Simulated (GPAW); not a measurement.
# The basis that the transmission of an In chain with an O atom on top of one atom needs, part 2 of 2

Aim: T(E), conductance and thermopower of an In chain with an O atom on top of one atom, and what cheaper settings cost in accuracy.

GPAW 26.7.0; GPAW LCAO, PAW setups; Landauer transmission from Green's functions with principal layers (ASE), zero bias.

So far, transmission at the Fermi level (one spin): step 2 (GPAW, dzp, PBE, GPAW) 1.06; step 3 (basis szp(dzp), PBE, GPAW) 1.12; step 4 (basis sz(dzp), PBE, GPAW) 1.15; step 5 (LDA) 1.07.

## (8) Broadening 0.05, basis szp(dzp), density threshold 1e-06

The broadening keeps the Green's functions finite; too large a value absorbs electrons where channels are open and leaks them where none are. A smaller basis is cheaper in every inversion. The Hamiltonian is taken from the last density. The density threshold is one of the tests that end the cycle; the energy must settle too, so a loose value may not be the test that decides.

This step: GPAW LCAO, PAW setups; Landauer transmission from Green's functions with principal layers (ASE), zero bias (GPAW 26.7.0).

The input, run.py:

```python
import json
import numpy as np
from ase import Atoms
from ase.transport.calculators import TransportCalculator
from gpaw import GPAW, FermiDirac
from gpaw.lcao.tools import get_lcao_hamiltonian
from scipy.linalg import eigh

# The junction with lead layers at both ends, along the third cell vector
device = Atoms(
    ['In', 'In', 'In', 'In', 'In', 'In', 'O', 'In', 'In', 'In', 'In', 'In'],
    positions=[
        [4.50000, 4.50000, 1.47500],
        [4.50000, 4.50000, 4.42500],
        [4.50000, 4.50000, 7.37500],
        [4.50000, 4.50000, 10.32500],
        [4.50000, 4.50000, 13.27500],
        [4.50000, 4.50000, 16.22500],
        [6.33560, 4.50000, 16.22500],
        [4.50000, 4.50000, 19.17500],
        [4.50000, 4.50000, 22.12500],
        [4.50000, 4.50000, 25.07500],
        [4.50000, 4.50000, 28.02500],
        [4.50000, 4.50000, 30.97500]],
    cell=[[9.0, 0.0, 0.0], [0.0, 9.0, 0.0], [0.0, 0.0, 32.45]],
    pbc=True)

# One principal layer of the lead: the first 3 atoms of the device
lead = Atoms(
    ['In', 'In', 'In'],
    positions=[
        [4.50000, 4.50000, 1.47500],
        [4.50000, 4.50000, 4.42500],
        [4.50000, 4.50000, 7.37500]],
    cell=[[9.0, 0.0, 0.0], [0.0, 9.0, 0.0], [0.0, 0.0, 8.85]],
    pbc=True)

settings = dict(mode='lcao', basis='szp(dzp)', xc='PBE', h=0.18,
                occupations=FermiDirac(0.1), maxiter=250,
                mixer=dict(beta=0.1, nmaxold=8, weight=100.0),
                convergence=dict(density=1e-06))
energies = np.arange(-2, 2 + 1e-9, 0.05)
eta = 0.05
n1, n2 = 1, 1
# k and -k transmit alike, so half of the mesh across the current serves
mesh = [(i, j) for i in range(n1) for j in range(n2) if (i, j) <= (-i % n1, -j % n2)]
weights = np.array([1 if (i, j) == (-i % n1, -j % n2) else 2 for i, j in mesh]) / (n1 * n2)

# [... helper functions left out ...]
fermi_lead = ground_state(lead, (1, 1, 13), 'lead.txt')
fermi_device = ground_state(device, (1, 1, 3), 'device.txt')
# [... loop over the mesh left out, but for ...]
        # Shift the lead onto the potential of the device's first layer
        shift = ((H[:, 0, 0] - H0[:, 0, 0]) / S0[0, 0]).real.mean()
# [...]
kT = 8.617333e-5 * 300
bias = [0.1, 0.2, 0.5, 1.0, 1.5, 2.0]
# [... integrals and printing left out ...]
```

The run is started by

```
> OMP_NUM_THREADS=1 OPENBLAS_NUM_THREADS=1 python run.py
```

What it wrote:

```text
basis functions: device 163, principal layer 42
Fermi level: lead -2.3504 eV, device -2.3955 eV; lead shifted by -0.0064 eV
largest coupling past the next layer 1.86e-06 eV, largest misfit of the first layer 0.039 eV
  E-E_F (eV)   T (one spin)  [channel counts left out]
    -2.000    4.3358e-03
    -1.950    2.3704e-03
    -1.900    1.6951e-03
    -1.850    1.4976e-03
    -1.800    1.6081e-03
    -1.750    2.1281e-03
    -1.700    3.6391e-03
    -1.650    8.4179e-03
    -1.600    1.4852e-02
    -1.550    7.2570e-03
    -1.500    3.4714e-03
    -1.450    2.3108e-03
    -1.400    2.0654e-03
    -1.350    2.4840e-03
    -1.300    4.3509e-03
    -1.250    1.2747e-02
[...]
1.650    9.2365e-01
     1.700    9.3157e-01
     1.750    9.3908e-01
     1.800    9.4620e-01
     1.850    9.5291e-01
     1.900    9.5922e-01
     1.950    9.6512e-01
     2.000    9.7060e-01
conductance at 300 K: 0.57133 G0 a cell; thermopower -5.64 uV/K
current from the zero-bias T(E) at 0.1 V: 4.4262 uA
current from the zero-bias T(E) at 0.2 V: 8.853 uA
current from the zero-bias T(E) at 0.5 V: 22.337 uA
current from the zero-bias T(E) at 1.0 V: 45.58 uA
current from the zero-bias T(E) at 1.5 V: 68.684 uA
current from the zero-bias T(E) at 2.0 V: 89.776 uA
```

Elapsed: 78 s, on 1 thread of Arm Neoverse V1, shared host; peak memory 1.6 GiB.

The run finished with changed settings (eta = 0.05, basis = "szp(dzp)" and conv = 1e-06); it serves as a test.

The two runs compared:

| quantity | this run | sound run | difference |
| --- | --- | --- | --- |
| conductance (G₀) | 0.57133 | 1.0598 | -0.488 |
| largest coupling past the next principal layer (eV) | 1.856e-6 | 1.883e-6 | -2.7e-8 |
| largest misfit of the first principal layer (eV) | 0.039303 | 0.043424 | -0.00412 |
| shift that aligns the lead (eV) | -0.0063874 | -0.0082329 | 0.00185 |
| basis functions of the junction | 163 | 266 | -103 |
| basis functions of a principal layer | 42 | 69 | -27 |
| transmission at the Fermi level (one spin) | 0.57190 | 1.0644 | -0.492 |

One result that differs is the transmission at the Fermi level (one spin), 0.572 against 1.06.

## (9) A second varied run

A last run, with other settings again.

Changes to run.py since step 8:

```diff
@@ -37,8 +37,8 @@
 
-settings = dict(mode='lcao', basis='szp(dzp)', xc='PBE', h=0.18,
-                occupations=FermiDirac(0.1), maxiter=250,
+settings = dict(mode='lcao', basis='dzp', xc='PBE', h=0.18,
+                occupations=FermiDirac(0.1), maxiter=3,
                 mixer=dict(beta=0.1, nmaxold=8, weight=100.0),
-                convergence=dict(density=1e-06))
+                convergence=dict(density=0.0001))
 energies = np.arange(-2, 2 + 1e-9, 0.05)
-eta = 0.05
+eta = 0.0001
 n1, n2 = 1, 1
```

What it wrote:

```text
gpaw.KohnShamConvergenceError
```

Run time: 6.4 s. Hardware: 1 thread; peak memory 0.49 GiB.

No converged result was reached; the numbers in the log don't describe the system.

The fault put into the input: too few SCF iterations (maxiter = 3).

## (10) Outcome

- conductance: 1.06 G₀
- transmission at the Fermi level, mean of the spins: 1.06

**Reading.** In the dzp basis the junction conducts 1.06 G₀ at 300 K, with T = 1.06 a spin at the Fermi level; the sz basis reaches that conductance within 10 %. At the Fermi level two eigenchannels carry the current (0.99 and 0.068). Measured against the first run (dzp), the nearest curve is that of dzp-LDA (r.m.s. 0.025) and the farthest that of sz (0.22). Over the compared runs wall time goes from 44 s (sz) to 80 s (dzp), on a shared host. The geometry was built from estimated bond lengths and not relaxed, so the numbers describe this model structure. The run had no spin polarisation, so a magnetic state, which chains and small molecules with open shells often have, wasn't tested. Spin-orbit coupling is left out, which matters for the heavy atoms here. An evenly spaced straight chain is an idealisation: free chains tend to dimerise, zigzag or, where a band edge lies near the Fermi level, turn magnetic. The currents use the zero-bias T(E) throughout, which holds only while the bias is small against the distance to the nearest feature. The thermopower isn't quoted: it samples T(E) farther from the Fermi level than the conductance does, and the energy grid wasn't tested for it.

[Logs are printed without paths, hosts, clocks, repeated set-up lines and the standing remarks that a program may print on its own settings, such as how far it seeks lower states.]

[Hosts, paths, dates, database ids (printed as entryN), source tags and the programs' standing remarks are cut or masked in the printed files.]
